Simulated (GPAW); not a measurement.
# Ballistic transport through butadiene-1,4-dithiol between two Al chains, from relaxation to T(E), part 3 of 3

How well does butadiene-1,4-dithiol between two Al chains conduct once its atoms have relaxed, and how much do cheaper levels lose?

GPAW 26.7.0; GPAW LCAO, PAW setups; relaxation of the junction within the symmetry of its start, lead ends held (the session's first sound run).

So far, transmission at the Fermi level (one spin): step 3 (double-zeta polarised basis, PBE, GPAW) 0.116; step 4 (basis szp(dzp), PBE, GPAW) 0.0855; step 5 (basis sz(dzp), PBE, GPAW) 0.0824; step 6 (RPBE) 0.114; step 7 (the structure as built: geometry = "as built", PBE, GPAW) 0.261. Also open channels of the lead at the Fermi level (one spin): 2 in steps 3, 4, 5 and 6.

## Step 10: Broadening 1e-06, mixing 0.15, mixing history 3: eta = 1e-06, beta = 0.15, nmaxold = 3 and temperature = 150

The broadening keeps the Green's functions finite; too large a value absorbs electrons where channels are open and leaks them where none are. Mixing changes the road to self-consistency, not its end. The mixing history changes the road to self-consistency, not its end. Temperature enters only through the Fermi window.

This step: GPAW LCAO, PAW setups; Landauer transmission from Green's functions with principal layers (ASE), zero bias (GPAW 26.7.0).

run.py

```python
import json
import numpy as np
from ase import Atoms
from ase.transport.calculators import TransportCalculator
from gpaw import GPAW, FermiDirac
from gpaw.lcao.tools import get_lcao_hamiltonian
from scipy.linalg import eigh

# The junction with lead layers at both ends, along the third cell vector
device = Atoms(
    ['Al', 'Al', 'Al', 'Al', 'Al', 'Al', 'Al', 'S', 'H', 'C', 'C', 'H', 'H', 'C', 'C', 'H', 'S', 'Al', 'Al', 'Al', 'Al', 'Al', 'Al', 'Al'],
    positions=[
        [5.50713, 4.50000, 1.20000],
        [5.50713, 4.50000, 3.60000],
        [5.50713, 4.50000, 6.00000],
        [5.50713, 4.50000, 8.40000],
        [5.50713, 4.50000, 10.80000],
        [5.50713, 4.50000, 13.20000],
        [6.48072, 4.50000, 15.63428],
        [4.34804, 4.49999, 16.48744],
        [6.54790, 4.50000, 18.57825],
        [4.42988, 4.49999, 18.24567],
        [5.53838, 4.50000, 19.05338],
        [3.42196, 4.49999, 18.71580],
        [7.59230, 4.49999, 20.83065],
        [5.47588, 4.50000, 20.49307],
        [6.58438, 4.49999, 21.30078],
        [4.46636, 4.50000, 20.96820],
        [6.66623, 4.49999, 23.05901],
        [4.53354, 4.50000, 23.91217],
        [5.50713, 4.50000, 26.34645],
        [5.50713, 4.50000, 28.74645],
        [5.50713, 4.50000, 31.14645],
        [5.50713, 4.50000, 33.54645],
        [5.50713, 4.50000, 35.94645],
        [5.50713, 4.50000, 38.34645]],
    cell=[[11.01426, 0.0, 0.0], [0.0, 9.0, 0.0], [0.0, 0.0, 39.54645]],
    pbc=True)

# One principal layer of the lead: the first 4 atoms of the device
lead = Atoms(
    ['Al', 'Al', 'Al', 'Al'],
    positions=[
        [5.50713, 4.50000, 1.20000],
        [5.50713, 4.50000, 3.60000],
        [5.50713, 4.50000, 6.00000],
        [5.50713, 4.50000, 8.40000]],
    cell=[[11.01426, 0.0, 0.0], [0.0, 9.0, 0.0], [0.0, 0.0, 9.6]],
    pbc=True)

settings = dict(mode='lcao', basis='dzp', xc='PBE', h=0.2,
                occupations=FermiDirac(0.1), maxiter=250,
                mixer=dict(beta=0.15, nmaxold=3, weight=100.0),
                convergence=dict(density=0.0001))
energies = np.arange(-2, 2 + 1e-9, 0.025)
eta = 1e-06
n1, n2 = 1, 1
# k and -k transmit alike, so half of the mesh across the current serves
mesh = [(i, j) for i in range(n1) for j in range(n2) if (i, j) <= (-i % n1, -j % n2)]
weights = np.array([1 if (i, j) == (-i % n1, -j % n2) else 2 for i, j in mesh]) / (n1 * n2)

# [... helper functions left out ...]
fermi_lead = ground_state(lead, (1, 1, 12), 'lead.txt')
fermi_device = ground_state(device, (1, 1, 2), 'device.txt')
# [... loop over the mesh left out, but for ...]
        # Shift the lead onto the potential of the device's first layer
        shift = ((H[:, 0, 0] - H0[:, 0, 0]) / S0[0, 0]).real.mean()
# [...]
kT = 8.617333e-5 * 150
bias = [0.1, 0.2, 0.5, 1.0, 1.5, 2.0]
# [... integrals and printing left out ...]
```

Command:

```sh
OMP_NUM_THREADS=1 OPENBLAS_NUM_THREADS=1 python run.py
```

What it wrote:

```text
basis functions: device 280, principal layer 52
Fermi level: lead -3.3196 eV, device -3.2737 eV; lead shifted by 0.0168 eV
largest coupling past the next layer 1.73e-15 eV, largest misfit of the first layer 0.076 eV
  E-E_F (eV)   T (one spin)  channels
    -2.000    2.4897e-04    1.0000
    -1.975    2.7538e-04    1.0000
    -1.950    3.0307e-04    1.0000
    -1.925    3.3196e-04    1.0000
    -1.900    3.6191e-04    1.0000
    -1.875    3.9272e-04    1.0000
    -1.850    4.2407e-04    1.0000
    -1.825    4.5550e-04    1.0000
    -1.800    4.8634e-04    1.0000
    -1.775    5.1572e-04    1.0000
    -1.750    5.4244e-04    1.0000
    -1.725    5.6500e-04    1.0000
    -1.700    5.8151e-04    1.0000
    -1.675    5.8972e-04    1.0000
    -1.650    5.8713e-04    1.0000
    -1.625    5.7118e-04    1.0000
[...]
1.825    3.7631e-01    3.0000
     1.850    3.8011e-01    3.0000
     1.875    3.8307e-01    3.0000
     1.900    3.8521e-01    3.0000
     1.925    3.8652e-01    3.0000
     1.950    3.8702e-01    3.0000
     1.975    3.8674e-01    3.0000
     2.000    3.8572e-01    3.0000
conductance at 150 K: 0.11582 G0 a cell; thermopower 9.315 uV/K
current from the zero-bias T(E) at 0.1 V: 0.89631 uA
current from the zero-bias T(E) at 0.2 V: 1.793 uA
current from the zero-bias T(E) at 0.5 V: 7.4883 uA
current from the zero-bias T(E) at 1.0 V: 12.5 uA
current from the zero-bias T(E) at 1.5 V: 13.606 uA
current from the zero-bias T(E) at 2.0 V: 15.154 uA
```

Elapsed: 2.5 min, on 1 thread of Arm Neoverse V1, shared host; peak memory 1.3 GiB.

Numbers from this step:

* conductance: 0.1158 G₀
* thermopower: 9.315 μV/K
* largest coupling past the next principal layer: 1.73e-15 eV
* largest misfit of the first principal layer: 0.07643 eV
* shift that aligns the lead: 0.01680 eV
* transmission at the Fermi level (one spin): 0.1160

One spin. Transmission, zone mean against energy, zero at the Fermi level:

```csv
energy (eV),"transmission, zone mean"
-2.000,2.5e-4
-1.900,3.6e-4
-1.800,4.9e-4
-1.700,5.8e-4
-1.600,5.4e-4
-1.500,2.6e-4
-1.400,1.3e-5
-1.300,9.1e-6
-1.200,0
-1.100,0
-1.000,0
-0.900,0
-0.800,0
-0.700,0
-0.600,0
-0.500,0
-0.400,0
-0.300,0.444
-0.250,1.06
-0.200,0.458
-0.100,0.144
0.000,0.116
0.100,0.0868
0.200,0.0668
0.300,0.0564
0.400,0.0522
0.500,0.0521
0.600,0.0551
0.700,0.0609
0.800,0.0697
0.900,0.0820
1.000,0.0995
1.100,0.122
1.200,0.151
1.300,0.186
1.400,0.226
1.500,0.268
1.600,0.310
1.700,0.346
1.800,0.372
1.900,0.385
2.000,0.386
```

Crossings of the lead's bands, unfolded to its shortest repeat. The open channels, zone mean by energy, zero at the Fermi level:

```csv
energy (eV),"open channels, zone mean"
-2.000,1
-1.900,1
-1.800,1
-1.700,1
-1.600,1
-1.500,1
-1.400,1
-1.300,1
-1.200,0
-1.100,0
-1.000,0
-0.900,0
-0.800,0
-0.700,0
-0.600,0
-0.500,0
-0.400,0
-0.300,2
-0.200,2
-0.100,2
0.000,2
0.100,2
0.200,2
0.300,2
0.400,2
0.500,2
0.600,2
0.700,2
0.800,2
0.900,2
1.000,3
1.100,3
1.200,3
1.300,3
1.400,3
1.500,3
1.600,3
1.700,3
1.800,3
1.900,3
2.000,3
```

Not self-consistent under bias; the bias window is split evenly. The current through one cell, from the zero-bias transmission by bias:

```csv
bias (V),"current through one cell, from the zero-bias transmission (μA)"
0.100,0.896
0.200,1.79
0.500,7.49
1.000,12.5
1.500,13.6
2.000,15.2
```

Table of transmission of the three most open eigenchannels by energy, zero at the Fermi level:

```csv
energy (eV),channel 1,channel 2,channel 3
-2.000,2.5e-4,0,0
-1.900,3.6e-4,0,0
-1.800,4.9e-4,0,0
-1.700,5.8e-4,0,0
-1.600,5.4e-4,0,0
-1.500,2.6e-4,0,0
-1.400,1.3e-5,0,0
-1.300,9.1e-6,0,0
-1.200,0,0,0
-1.100,0,0,0
-1.000,0,0,0
-0.900,0,0,0
-0.800,0,0,0
-0.700,0,0,0
-0.600,0,0,0
-0.500,0,0,0
-0.400,0,0,0
-0.300,0.396,0.0479,0
-0.200,0.373,0.0847,0
-0.100,0.115,0.0283,0
0.000,0.108,0.00798,0
0.100,0.0836,0.00322,0
0.200,0.0652,0.00160,0
0.300,0.0554,9.7e-4,0
0.400,0.0515,7.1e-4,0
0.500,0.0515,5.9e-4,0
0.600,0.0546,5.4e-4,0
0.700,0.0603,5.4e-4,0
0.800,0.0691,5.7e-4,0
0.900,0.0814,6.4e-4,0
1.000,0.0981,0.00134,6.9e-6
1.100,0.120,0.00189,1.5e-5
1.200,0.148,0.00235,2.2e-5
1.300,0.183,0.00276,3.0e-5
1.400,0.222,0.00314,3.8e-5
1.500,0.265,0.00348,4.7e-5
1.600,0.306,0.00380,5.7e-5
1.700,0.341,0.00409,6.8e-5
1.800,0.367,0.00436,8.0e-5
1.900,0.381,0.00460,9.4e-5
2.000,0.381,0.00482,1.1e-4
```

With these changes, and at 150 K in place of 300 K, the conductance is 0.116 G₀ against 0.116 in the dzp run; T at the Fermi level, which temperature doesn't enter, is 0.116 against 0.116.

## Step 11: Results

```json
{
  "conductance": "0.116 G₀",
  "transmission at the Fermi level, mean of the spins": "0.116",
  "thermopower": "20.9 μV/K",
  "open channels of the lead there": "2"
}
```

In words: In the dzp basis the junction conducts 0.116 G₀ at 300 K, with T = 0.116 a spin at the Fermi level; no smaller basis tried comes within 10 % of that conductance. Relaxation moved atoms by up to 0.97 Å and took the conductance from 0.257 to 0.116 G₀, as a ratio a larger change than the step from dzp to the minimal basis. The scatterer reflects about 94 % of the incoming channels at the Fermi level. At the Fermi level two eigenchannels carry the current (0.11 and 0.0079). The positive thermopower says that the thermally weighted transmission is larger below the Fermi level, as for hole-like transport. Measured against the first run (dzp), the nearest curve is that of dzp-RPBE (r.m.s. 0.015) and the farthest that of asbuilt (0.13). Over the compared runs wall time goes from 47 s (sz) to 91 s (asbuilt), on a shared host. The leads kept an estimated spacing and the cell its length, so the junction may be under some tension or compression. The geometry comes from the orbital basis, which tends to overbind, and kept the symmetry of the start, so a structure of lower symmetry may lie lower. Semilocal functionals put molecular levels too near the Fermi level, so such conductances usually come out too high, and chain electrodes have a sharper density of states than real ones. An evenly spaced straight chain is an idealisation: free chains tend to dimerise, zigzag or, where a band edge lies near the Fermi level, turn magnetic. The currents use the zero-bias T(E) throughout, which holds only while the bias is small against the distance to the nearest feature.

[Logs are printed without paths, hosts, clocks, repeated set-up lines and the standing remarks that a program may print on its own settings, such as how far it seeks lower states.]

[Hosts, paths, dates, database ids (printed as entryN), source tags and the programs' standing remarks are cut or masked in the printed files.]
